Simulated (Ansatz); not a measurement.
# Tl2Te (model cell, started as cuprite): following an unstable mode, part 2 of 3

Aim: this structure of Tl2Te (model cell, started as cuprite) is to be tested for unstable modes, and one is followed downhill.

Ansatz 0.2.0; DFT PBEsol, scalar-relativistic, plane waves, PAW.

So far, highest frequency on the path or at a solved wavevector (cm⁻¹): step 2 (the dispersion) 94.3. Also lowest frequency on the path (cm⁻¹): step 2 -55.3.

The structure was built from a prototype and need not be the compound's stable phase.

## (3) The mode frozen in, largest atomic shift 0 Å

The mode followed lies at q = (-0.5, -0.5, -0.5) with frequency 55.3i cm⁻¹ and is 3-fold degenerate, the softest among the wavevectors solved. At small amplitude the distorted cell has space group no. 166 by a symmetry search on the positions. The undistorted cell that holds it gives the zero of energy on the same k mesh.

System of this step: Tl2Te (model cell, started as cuprite). It takes space group Pn-3m (No. 224, cubic). Conventional cell: a = 7.300 Å, b = 7.300 Å, c = 7.300 Å, α = 90.00°, β = 90.00°, γ = 90.00°. Nearest to Te lie 4 Tl at 3.16 Å. Nearest to Tl lie 2 Te at 3.16 Å. Farther neighbours and most contacts between anions are not listed.

The input, input.yaml:

```yaml
crystal:
  lattice:
    - [7.2996465413, 7.2996465413, 0.0]
    - [7.2996465413, 0.0, 7.2996465413]
    - [7.2996465413, 0.0, -7.2996465413]
  atoms:
    - { symbol: Te, position: [0.0, 0.0, 0.0] }
    - { symbol: Te, position: [0.0, 0.5, 0.5] }
    - { symbol: Te, position: [0.5, 0.25, 0.75] }
    - { symbol: Te, position: [0.5, 0.75, 0.25] }
    - { symbol: Tl, position: [0.25, 0.125, 0.875] }
    - { symbol: Tl, position: [0.25, 0.625, 0.375] }
    - { symbol: Tl, position: [0.75, 0.125, 0.875] }
    - { symbol: Tl, position: [0.75, 0.625, 0.375] }
    - { symbol: Tl, position: [0.25, 0.625, 0.875] }
    - { symbol: Tl, position: [0.25, 0.125, 0.375] }
    - { symbol: Tl, position: [0.75, 0.125, 0.375] }
    - { symbol: Tl, position: [0.75, 0.625, 0.875] }
kpoints:
  mp_grid: { grid: [4, 4, 4] }
hamiltonian:
  xc: pbesol
scf:
  occupations: { method: gaussian, width: 0.01 }
output:
  forces: true
  stress: true
  eigenvalues: true
```

Command:

```sh
> ansatz run input.yaml --threads 8 --pin off --max-ram 14336MiB --backend cpu --events-out ev --progress --plain --runs-dir out
```

Numbers of over 12 decimals in the logs are rounded to 6 here.

Output:

```text
[...]
Crystal: 12 atoms, lattice volume = 777.921 Å³
Basis set: ecut = 420 eV, 15185 PW (Γ), exchange–correlation on 144×144×144 points (8 copies of the dense FFT grid, shifted against one another)
Bands: 101, of which v1, the nominal top of the filled ones, is band 84 counted from 1 (83 counted from 0)
Symmetry: 96 space group operations
[...]
k-points: 8 of 64
[...]
k-point 0: bands = [... 80 lower, 2.5052, 2.6108, 2.6108, 2.6108, 2.7121, 2.7121, 3.3601, 3.3601, ... 9 higher]
  k-point 1: bands = [... 80 lower, 2.3533, 2.3533, 2.4581, 2.4581, 2.9639, 2.9639, 3.4537, 3.4537, ... 9 higher]
  k-point 2: bands = [... 80 lower, 2.2894, 2.2894, 2.2894, 2.2894, 3.3824, 3.3824, 3.3824, 3.3824, ... 9 higher]
  k-point 7: bands = [... 80 lower, 2.1165, 2.1165, 2.1165, 2.1165, 3.5359, 3.5359, 3.5359, 3.5359, ... 9 higher]
[key lines of the parts left out:]
SCF converged after 8 iterations
Free energy (F): -117966.786948 eV
Fermi energy:    2.661660 eV
P = ⅓ Tr σ = -0.0232 GPa (-0.232 kbar)
```

The job ended after 4 s (8 threads of Arm Neoverse V2, shared host; peak memory 2.8 GiB; 29 s of CPU time).

This step gave:

- pressure: -0.02325 GPa
- gap on the k-mesh: 0.1013 eV
- energy from the undistorted cell: 0 meV/atom

The run ends at a pressure of -0.02 GPa.

## (4) The mode frozen in, largest atomic shift 0.22 Å

The atoms are moved along the unstable eigenvector, the largest shift by 0.22 Å, with the cell fixed.

The input, input.yaml:

```yaml
crystal:
  lattice:
    - [7.2996465413, 7.2996465413, 0.0]
    - [7.2996465413, 0.0, 7.2996465413]
    - [7.2996465413, 0.0, -7.2996465413]
  atoms:
    - { symbol: Te, position: [-0.0174004397, 0.0087002198, -0.0087002198] }
    - { symbol: Te, position: [0.0174004397, 0.4912997802, 0.5087002198] }
    - { symbol: Te, position: [0.4825995603, 0.2587002198, 0.7412997802] }
    - { symbol: Te, position: [0.5174004397, 0.7412997802, 0.2587002198] }
    - { symbol: Tl, position: [0.2554167763, 0.1207146468, 0.8792853532] }
    - { symbol: Tl, position: [0.2445832237, 0.6292853532, 0.3707146468] }
    - { symbol: Tl, position: [0.7522628463, 0.1238685769, 0.8761314231] }
    - { symbol: Tl, position: [0.7477371537, 0.6261314231, 0.3738685769] }
    - { symbol: Tl, position: [0.2554167763, 0.6238685769, 0.8792853532] }
    - { symbol: Tl, position: [0.2445832237, 0.1261314231, 0.3707146468] }
    - { symbol: Tl, position: [0.7585707063, 0.1207146468, 0.3761314231] }
    - { symbol: Tl, position: [0.7414292937, 0.6292853532, 0.8738685769] }
kpoints:
  mp_grid: { grid: [4, 4, 4] }
hamiltonian:
  xc: pbesol
scf:
  occupations: { method: gaussian, width: 0.01 }
output:
  forces: true
  stress: true
  eigenvalues: true
```

Output:

```text
[...]
Crystal: 12 atoms, lattice volume = 777.921 Å³
Basis set: ecut = 420 eV, 15185 PW (Γ), exchange–correlation on 144×144×144 points (8 copies of the dense FFT grid, shifted against one another)
Bands: 101, of which v1, the nominal top of the filled ones, is band 84 counted from 1 (83 counted from 0)
Symmetry: 12 space group operations
[...]
k-points: 13 of 64
[...]
k-point 0: bands = [... 80 lower, 2.3966, 2.3966, 2.4056, 2.5565, 2.9986, 2.9986, 3.3879, 3.3879, ... 9 higher]
  k-point 1: bands = [... 80 lower, 2.1869, 2.3610, 2.4012, 2.5264, 2.9603, 3.0238, 3.4906, 3.5372, ... 9 higher]
  k-point 2: bands = [... 80 lower, 2.1095, 2.2802, 2.2863, 2.4257, 3.1609, 3.1762, 3.5430, 3.7000, ... 9 higher]
  k-point 12: bands = [... 80 lower, 2.1733, 2.1733, 2.2133, 2.2133, 3.2846, 3.2846, 3.4727, 3.4727, ... 9 higher]
[key lines of the parts left out:]
SCF converged after 9 iterations
Free energy (F): -117966.809329 eV
Fermi energy:    2.752209 eV
P = ⅓ Tr σ = 0.0437 GPa (0.437 kbar)
```

Run time: 7.9 s. Hardware: 8 threads; peak memory 3.3 GiB; 60 s of CPU time.

Numbers from this step:

```
pressure                         : 0.04366 GPa
gap on the k-mesh                : 0.3919 eV
energy from the undistorted cell : -1.865 meV/atom
```

The energy, extrapolated to zero smearing, is -1.86 meV/atom against the undistorted cell.

The run ends at a pressure of 0.04 GPa, with forces up to 0.29 eV/Å.

## (5) Energy along the mode, all amplitudes (two of the runs are shown above)

An imaginary frequency means negative curvature, so the energy should fall and then rise again as anharmonic terms take over.

Numbers from this step:

```yaml
depth_at_the_lowest_point_sampled: 1.865 meV/atom
largest_atomic_shift_at_that_point: 0.22 Å
```

Table of energy from the parent by largest atomic shift:

| largest atomic shift (Å) | energy from the parent (meV/atom) |
| --- | --- |
| 0.000 | 0 |
| 0.040 | -0.251 |
| 0.080 | -0.768 |
| 0.140 | -1.60 |
| 0.220 | -1.86 |
| 0.320 | 1.99 |
| 0.450 | 22.7 |

Displacement at unit largest shift by atom:

| atom | x (Å) | y (Å) | z (Å) | size |
| --- | --- | --- | --- | --- |
| Te1 | -0.577 | -0.577 | 0.577 | 0.999 |
| Te2 | 0.577 | 0.577 | -0.577 | 0.999 |
| Te3 | -0.577 | -0.577 | 0.577 | 0.999 |
| Te4 | 0.577 | 0.577 | -0.577 | 0.999 |
| Tl5 | 0.180 | 0.180 | -0.284 | 0.381 |
| Tl6 | -0.180 | -0.180 | 0.284 | 0.381 |
| Tl7 | 0.075 | 0.075 | -0.075 | 0.130 |
| Tl8 | -0.075 | -0.075 | 0.075 | 0.130 |
| Tl9 | 0.284 | 0.180 | -0.180 | 0.381 |
| Tl10 | -0.284 | -0.180 | 0.180 | 0.381 |
| Tl11 | 0.180 | 0.284 | -0.180 | 0.381 |
| Tl12 | -0.180 | -0.284 | 0.180 | 0.381 |

The lowest of the steps tried is at 0.22 Å, 1.86 meV/atom below the parent; the bottom of the well need not coincide with a step.

## (6) Relaxing from the distorted cell

Starting from the lowest point found, all atoms and the cell are let go, so that strain and other modes of the same symmetry can join in.

input.yaml: that of step 4 with these lines changed.

```diff
@@ -28 +28,6 @@
   eigenvalues: true
+relax:
+  adjacent_minimum: "off"
+  f_tol: 0.002
+  max_steps: 120
+  cell: { stress_tol: 0.03 }
```

Output:

```text
[...]
Crystal: 12 atoms, lattice volume = 777.921 Å³
Basis set: ecut = 420 eV, 15185 PW (Γ), exchange–correlation on 144×144×144 points (8 copies of the dense FFT grid, shifted against one another)
Bands: 101, of which v1, the nominal top of the filled ones, is band 84 counted from 1 (83 counted from 0)
Symmetry: 12 space group operations
[...]
k-points: 13 of 64
[...]
SCF iter   1: F=—  HF=-117966.870860 eV  |F-HF|=—  |Δ(HF+E_count)|=         —  Δρ=3.63e-3  dr2=3.85e-1  ethr=1.77e-3  ⟨swp⟩=6.8  Hψ=5273  notcnv=0  defer=26
[...]
SCF iter   9: F=-117966.809329 eV  HF=-117966.809329 eV  |F-HF|=1.44e-8  |Δ(HF+E_count)|=   3.40e-7  Δρ=1.39e-6  dr2=5.52e-8  ethr=5.95e-11  ⟨swp⟩=6.0  Hψ=5145  notcnv=0
SCF 1 converged in 9 iterations: F = -117966.809329 eV  dr2 = 5.52e-8
[...]
relax step   1: F+E_penalty+E_count = -117966.80932909 eV  Δ(F+E_penalty+E_count) = +0.000e0 eV  max|allowed force component| = 1.662e-1 eV/Å  Δτ_max = 0.0000 Å  P = +0.044 GPa  Ω = 777.921 Å³  (9 SCF iters, dr2 threshold 1.00e-7 eV, accepted)
Crystal: 12 atoms, lattice volume = 775.841 Å³
Basis set: ecut = 420 eV, 15161 PW (Γ), exchange–correlation on 144×144×144 points (8 copies of the dense FFT grid, shifted against one another)
[...]
SCF iter   7: F=-117966.899866 eV  HF=-117966.899865 eV  |F-HF|=3.70e-7  |Δ(HF+E_count)|=   1.83e-6  Δρ=4.03e-6  dr2=3.01e-7  ethr=7.14e-10  ⟨swp⟩=8.4  Hψ=6241  notcnv=0
SCF 2 converged in 7 iterations: F = -117966.899866 eV  dr2 = 3.01e-7
[...]
relax step   2: F+E_penalty+E_count = -117966.89986566 eV  Δ(F+E_penalty+E_count) = -9.054e-2 eV  max|allowed force component| = 1.111e-1 eV/Å  Δτ_max = 0.1137 Å  P = -0.070 GPa  Ω = 775.841 Å³  energy of the carried Pulay correction = +2.025e-4 eV  (7 SCF iters, dr2 threshold 1.20e-6 eV, accepted)
Crystal: 12 atoms, lattice volume = 766.973 Å³
Basis set: ecut = 420 eV, 14999 PW (Γ), exchange–correlation on 144×144×144 points (8 copies of the dense FFT grid, shifted against one another)
[...]
SCF iter   8: F=-117967.076276 eV  HF=-117967.076275 eV  |F-HF|=2.40e-7  |Δ(HF+E_count)|=   1.44e-6  Δρ=3.14e-6  dr2=2.14e-7  ethr=4.60e-10  ⟨swp⟩=8.5  Hψ=6074  notcnv=0
SCF 3 converged in 8 iterations: F = -117967.076276 eV  dr2 = 2.14e-7
relax step   3: F+E_penalty+E_count = -117967.07627561 eV  Δ(F+E_penalty+E_count) = -1.764e-1 eV  max|allowed force component| = 1.773e-1 eV/Å  Δτ_max = 0.1921 Å  P = -0.191 GPa  Ω = 766.973 Å³  energy of the carried Pulay correction = +1.076e-3 eV  (8 SCF iters, dr2 threshold 7.72e-7 eV, accepted)
[... from here on, the SCF cycles and remarks between the steps are left out ...]
relax step   4: F+E_penalty+E_count = -117967.41916856 eV  Δ(F+E_penalty+E_count) = -3.429e-1 eV  max|allowed force component| = 2.716e-1 eV/Å  Δτ_max = 0.1906 Å  P = -0.366 GPa  Ω = 751.213 Å³  energy of the carried Pulay correction = +2.670e-3 eV  (8 SCF iters, dr2 threshold 1.20e-6 eV, accepted)
relax step   5: F+E_penalty+E_count = -117967.93466406 eV  Δ(F+E_penalty+E_count) = -5.155e-1 eV  max|allowed force component| = 3.257e-1 eV/Å  Δτ_max = 0.1946 Å  P = -0.560 GPa  Ω = 728.585 Å³  energy of the carried Pulay correction = +5.060e-3 eV  (8 SCF iters, dr2 threshold 1.20e-6 eV, accepted)
relax step   6: F+E_penalty+E_count = -117968.51980190 eV  Δ(F+E_penalty+E_count) = -5.851e-1 eV  max|allowed force component| = 2.386e-1 eV/Å  Δτ_max = 0.1928 Å  P = -0.732 GPa  Ω = 697.380 Å³  energy of the carried Pulay correction = +8.565e-3 eV  (8 SCF iters, dr2 threshold 1.20e-6 eV, accepted)
relax step   7: F+E_penalty+E_count = -117968.94803931 eV  Δ(F+E_penalty+E_count) = -4.282e-1 eV  max|allowed force component| = 2.080e-1 eV/Å  Δτ_max = 0.1952 Å  P = -0.230 GPa  Ω = 642.896 Å³  energy of the carried Pulay correction = +1.536e-2 eV  (9 SCF iters, dr2 threshold 1.20e-6 eV, accepted)
relax step   8: F+E_penalty+E_count = -117969.10462345 eV  Δ(F+E_penalty+E_count) = -1.566e-1 eV  max|allowed force component| = 1.171e-1 eV/Å  Δτ_max = 0.1954 Å  P = -0.365 GPa  Ω = 613.116 Å³  energy of the carried Pulay correction = +1.949e-2 eV  (11 SCF iters, dr2 threshold 1.20e-6 eV, accepted)
relax step   9: F+E_penalty+E_count = -117969.30207788 eV  Δ(F+E_penalty+E_count) = -1.975e-1 eV  max|allowed force component| = 1.528e-1 eV/Å  Δτ_max = 0.1951 Å  P = -0.353 GPa  Ω = 581.141 Å³  energy of the carried Pulay correction = +2.432e-2 eV  (12 SCF iters, dr2 threshold 8.57e-7 eV, accepted)
relax step  10: F+E_penalty+E_count = -117969.52471965 eV  Δ(F+E_penalty+E_count) = -2.226e-1 eV  max|allowed force component| = 1.769e-1 eV/Å  Δτ_max = 0.1951 Å  P = -0.363 GPa  Ω = 553.471 Å³  energy of the carried Pulay correction = +2.887e-2 eV  (11 SCF iters, dr2 threshold 1.20e-6 eV, accepted)
relax step  11: F+E_penalty+E_count = -117969.75834620 eV  Δ(F+E_penalty+E_count) = -2.336e-1 eV  max|allowed force component| = 1.828e-1 eV/Å  Δτ_max = 0.1997 Å  P = -0.239 GPa  Ω = 526.860 Å³  energy of the carried Pulay correction = +3.362e-2 eV  (9 SCF iters, dr2 threshold 1.20e-6 eV, accepted)
relax step  12: F+E_penalty+E_count = -117969.97399650 eV  Δ(F+E_penalty+E_count) = -2.157e-1 eV  max|allowed force component| = 2.488e-1 eV/Å  Δτ_max = 0.1968 Å  P = -0.243 GPa  Ω = 508.483 Å³  energy of the carried Pulay correction = +3.714e-2 eV  (10 SCF iters, dr2 threshold 1.20e-6 eV, accepted)
relax step  13: F+E_penalty+E_count = -117970.13043473 eV  Δ(F+E_penalty+E_count) = -1.564e-1 eV  max|allowed force component| = 1.115e-1 eV/Å  Δτ_max = 0.1919 Å  P = +0.168 GPa  Ω = 491.960 Å³  energy of the carried Pulay correction = +4.049e-2 eV  (9 SCF iters, dr2 threshold 1.20e-6 eV, accepted)
relax step  14: F+E_penalty+E_count = -117970.14244125 eV  Δ(F+E_penalty+E_count) = -1.201e-2 eV  max|allowed force component| = 9.193e-2 eV/Å  Δτ_max = 0.0321 Å  P = +0.172 GPa  Ω = 492.830 Å³  energy of the carried Pulay correction = +4.031e-2 eV  (7 SCF iters, dr2 threshold 7.78e-7 eV, accepted)
relax step  15: F+E_penalty+E_count = -117970.17849846 eV  Δ(F+E_penalty+E_count) = -3.606e-2 eV  max|allowed force component| = 8.987e-2 eV/Å  Δτ_max = 0.1474 Å  P = -0.294 GPa  Ω = 499.863 Å³  energy of the carried Pulay correction = +3.886e-2 eV  (9 SCF iters, dr2 threshold 5.28e-7 eV, accepted)
[...]
relax step  20: F+E_penalty+E_count = -117970.34047404 eV  Δ(F+E_penalty+E_count) = -8.910e-2 eV  max|allowed force component| = 1.182e-1 eV/Å  Δτ_max = 0.1905 Å  P = +0.144 GPa  Ω = 473.680 Å³  energy of the carried Pulay correction = +4.442e-2 eV  (12 SCF iters, dr2 threshold 1.20e-6 eV, accepted)
relax step  21: F+E_penalty+E_count = -117970.35559332 eV  Δ(F+E_penalty+E_count) = -1.512e-2 eV  max|allowed force component| = 6.919e-2 eV/Å  Δτ_max = 0.1715 Å  P = +0.347 GPa  Ω = 475.834 Å³  energy of the carried Pulay correction = +4.394e-2 eV  (9 SCF iters, dr2 threshold 8.73e-7 eV, accepted)
relax step  22: F+E_penalty+E_count = -117970.27312162 eV  Δ(F+E_penalty+E_count) = +8.247e-2 eV  max|allowed force component| = 3.038e-1 eV/Å  Δτ_max = 0.1922 Å  P = -0.771 GPa  Ω = 502.893 Å³  energy of the carried Pulay correction = +3.825e-2 eV  (14 SCF iters, dr2 threshold 3.92e-7 eV, rejected (line search))
relax step  23: F+E_penalty+E_count = -117970.38159848 eV  Δ(F+E_penalty+E_count) = -2.601e-2 eV  max|allowed force component| = 5.736e-2 eV/Å  Δτ_max = 0.0961 Å  P = +0.082 GPa  Ω = 482.713 Å³  energy of the carried Pulay correction = +4.245e-2 eV  (14 SCF iters, accepted)
relax step  24: F+E_penalty+E_count = -117970.40752976 eV  Δ(F+E_penalty+E_count) = -2.593e-2 eV  max|allowed force component| = 6.580e-2 eV/Å  Δτ_max = 0.0976 Å  P = -0.028 GPa  Ω = 487.767 Å³  energy of the carried Pulay correction = +4.137e-2 eV  (8 SCF iters, dr2 threshold 2.06e-7 eV, accepted)
relax step  25: F+E_penalty+E_count = -117970.44560335 eV  Δ(F+E_penalty+E_count) = -3.807e-2 eV  max|allowed force component| = 8.167e-2 eV/Å  Δτ_max = 0.1463 Å  P = -0.110 GPa  Ω = 495.554 Å³  energy of the carried Pulay correction = +3.974e-2 eV  (8 SCF iters, dr2 threshold 2.71e-7 eV, accepted)
relax step  26: F+E_penalty+E_count = -117970.47708266 eV  Δ(F+E_penalty+E_count) = -3.148e-2 eV  max|allowed force component| = 5.010e-2 eV/Å  Δτ_max = 0.1951 Å  P = -0.063 GPa  Ω = 507.101 Å³  energy of the carried Pulay correction = +3.741e-2 eV  (8 SCF iters, dr2 threshold 4.17e-7 eV, accepted)
relax step  27: F+E_penalty+E_count = -117970.48053358 eV  Δ(F+E_penalty+E_count) = -3.451e-3 eV  max|allowed force component| = 2.098e-2 eV/Å  Δτ_max = 0.0491 Å  P = +0.054 GPa  Ω = 504.835 Å³  energy of the carried Pulay correction = +3.786e-2 eV  (8 SCF iters, dr2 threshold 1.57e-7 eV, accepted)
relax step  28: F+E_penalty+E_count = -117970.47955872 eV  Δ(F+E_penalty+E_count) = +9.749e-4 eV  max|allowed force component| = 3.268e-2 eV/Å  Δτ_max = 0.0178 Å  P = -0.027 GPa  Ω = 510.176 Å³  energy of the carried Pulay correction = +3.681e-2 eV  (9 SCF iters, dr2 threshold 2.75e-8 eV, accepted)
relax step  29: F+E_penalty+E_count = -117970.48187958 eV  Δ(F+E_penalty+E_count) = -2.321e-3 eV  max|allowed force component| = 1.214e-2 eV/Å  Δτ_max = 0.0114 Å  P = -0.000 GPa  Ω = 507.690 Å³  energy of the carried Pulay correction = +3.730e-2 eV  (7 SCF iters, dr2 threshold 6.67e-8 eV, accepted)
relax step  30: F+E_penalty+E_count = -117970.48208546 eV  Δ(F+E_penalty+E_count) = -2.059e-4 eV  max|allowed force component| = 2.327e-3 eV/Å  Δτ_max = 0.0054 Å  P = +0.004 GPa  Ω = 507.098 Å³  energy of the carried Pulay correction = +3.741e-2 eV  (7 SCF iters, dr2 threshold 9.22e-9 eV, accepted)
relax step  31: F+E_penalty+E_count = -117970.48204725 eV  Δ(F+E_penalty+E_count) = +3.821e-5 eV  max|allowed force component| = 8.853e-4 eV/Å  Δτ_max = 0.0012 Å  P = -0.001 GPa  Ω = 507.330 Å³  energy of the carried Pulay correction = +3.737e-2 eV  (8 SCF iters, dr2 threshold 3.38e-10 eV, accepted)
Basis set: ecut = 420 eV, 9961 PW (Γ), exchange–correlation on 144×108×144 points (8 copies of the dense FFT grid, shifted against one another)
[...]
SCF iter   8: F=-117970.474421 eV  HF=-117970.474421 eV  |F-HF|=1.46e-11  |Δ(HF+E_count)|=    0.00e0  Δρ=4.47e-8  dr2=2.69e-11  ethr=1.00e-12  ⟨swp⟩=5.0  Hψ=4504  notcnv=0
SCF 32 converged in 8 iterations: F = -117970.474421 eV  dr2 = 2.69e-11
relax step  32: F+E_penalty+E_count = -117970.47442061 eV  Δ(F+E_penalty+E_count) = +7.627e-3 eV  max|allowed force component| = 8.769e-4 eV/Å  Δτ_max = 0.0000 Å  P = -0.020 GPa  Ω = 507.330 Å³  stress off target by 2.89e-2 GPa  SCF on the basis re-selected at this cell (its energy is not comparable with the rows above)  (8 SCF iters)
basis re-selected at this cell: Δ(F+E_penalty+E_count) = +7.627e-3 eV, ΔP = -0.019 GPa vs the last step (what re-selecting the basis moved, of the pressure what is left beyond the Pulay correction that the steps carried, after the strain that the cell walked since its last selection, with what the two solves' SCF thresholds leave and, on support functions, any second-order correction that the steps lacked; it is no measure of the basis error at this ecutwfc). The dense FFT grid was sized anew with the basis: this SCF ran on 72×54×72 points, the steps before it on 72×72×72, so part of this shift can come from that change (see relax.cell in the input reference). [rest of the remark cut]
SCF converged after 8 iterations
Free energy (F): -117970.474421 eV
[...]
Internal energy: -117970.473859 eV  (E = F + TS)
E sigma→0 (E₀):  -117970.474140 eV
Entropy (-TS):   -0.000562 eV (-0.047 meV/atom)
Fermi energy:    5.675087 eV
[...]
--- Forces (eV/Å), atoms counted from 1 ---
  atom   1  Te     0.00012534     0.00012534    -0.00012534
  atom   2  Te     0.00020396     0.00020396    -0.00020396
  atom   3  Te    -0.00020396    -0.00020396     0.00020396
  atom   4  Te    -0.00012534    -0.00012534     0.00012534
  atom   5  Tl    -0.00022628    -0.00022628     0.00087690
  atom   6  Tl     0.00022628     0.00022628    -0.00087690
  atom   7  Tl     0.00020174     0.00020174    -0.00020174
  atom   8  Tl    -0.00020174    -0.00020174     0.00020174
  atom   9  Tl    -0.00087690    -0.00022628     0.00022628
  atom  10  Tl     0.00087690     0.00022628    -0.00022628
  atom  11  Tl    -0.00022628    -0.00087690     0.00022628
  atom  12  Tl     0.00022628     0.00087690    -0.00022628
  max |Σ_I F_I| component: 5.31e-18 eV/Å
--- Stress (GPa, compression-positive) ---
       -0.020063       0.008843      -0.008843
        0.008843      -0.020063      -0.008843
       -0.008843      -0.008843      -0.020063
  P = ⅓ Tr σ = -0.0201 GPa (-0.201 kbar)
--- Band table (eV; the first three rows and the last of 13) ---
  k-point 0: bands = [... 80 lower, 4.3733, 4.9353, 4.9353, 6.3447, 6.3447, 6.3490, 6.7018, 6.7646, ... 13 higher]
  k-point 1: bands = [... 80 lower, 4.3307, 4.7015, 4.9150, 6.0775, 6.2862, 6.3966, 6.5316, 6.6030, ... 13 higher]
  k-point 2: bands = [... 80 lower, 4.1081, 4.5209, 5.4489, 5.5690, 5.6139, 6.5383, 6.6668, 6.7316, ... 13 higher]
  k-point 12: bands = [... 80 lower, 4.3220, 4.3220, 4.4378, 5.3090, 6.6494, 6.6494, 6.7197, 6.7197, ... 13 higher]
--- Relaxed structure (31 steps of the walk, 30 accepted, 1 SCFs on fresh bases) ---
  F+E_penalty+E_count = -117970.47442061 eV   max|allowed force component| = 8.769e-4 eV/Å   (the final SCF, on the basis selected at the relaxed cell)
  cell:  # Å, volume = 507.3298 Å³
    - [7.258935, 7.258935, -1.658766]
    - [5.600168, 0.0, 5.600168]
    - [7.258935, 1.658766, -7.258935]
  atoms:
    - { symbol: Te, position: [0.062587, -0.031294, 0.031294] }
    - { symbol: Te, position: [0.139841, 0.430079, 0.569921] }
    - { symbol: Te, position: [0.360159, 0.319921, 0.680079] }
    - { symbol: Te, position: [0.437413, 0.781294, 0.218706] }
    - { symbol: Tl, position: [0.360519, 0.089774, 0.910226] }
    - { symbol: Tl, position: [0.139481, 0.660226, 0.339774] }
    - { symbol: Tl, position: [0.695917, 0.152041, 0.847959] }
    - { symbol: Tl, position: [0.804083, 0.597959, 0.402041] }
    - { symbol: Tl, position: [0.360519, 0.549707, 0.910226] }
    - { symbol: Tl, position: [0.139481, 0.200293, 0.339774] }
    - { symbol: Tl, position: [0.820452, 0.089774, 0.450293] }
    - { symbol: Tl, position: [0.679548, 0.660226, 0.799707] }
```

Wall time 5 min (8 threads); peak memory 3.4 GiB; 38 min of CPU time.

(Part 2 of 3 ends here.)

[Logs are printed without paths, hosts, clocks, repeated set-up lines and the standing remarks that a program may print on its own settings, such as how far it seeks lower states.]

[Hosts, paths, dates, database ids (printed as entryN), source tags and the programs' standing remarks are cut or masked in the printed files.]
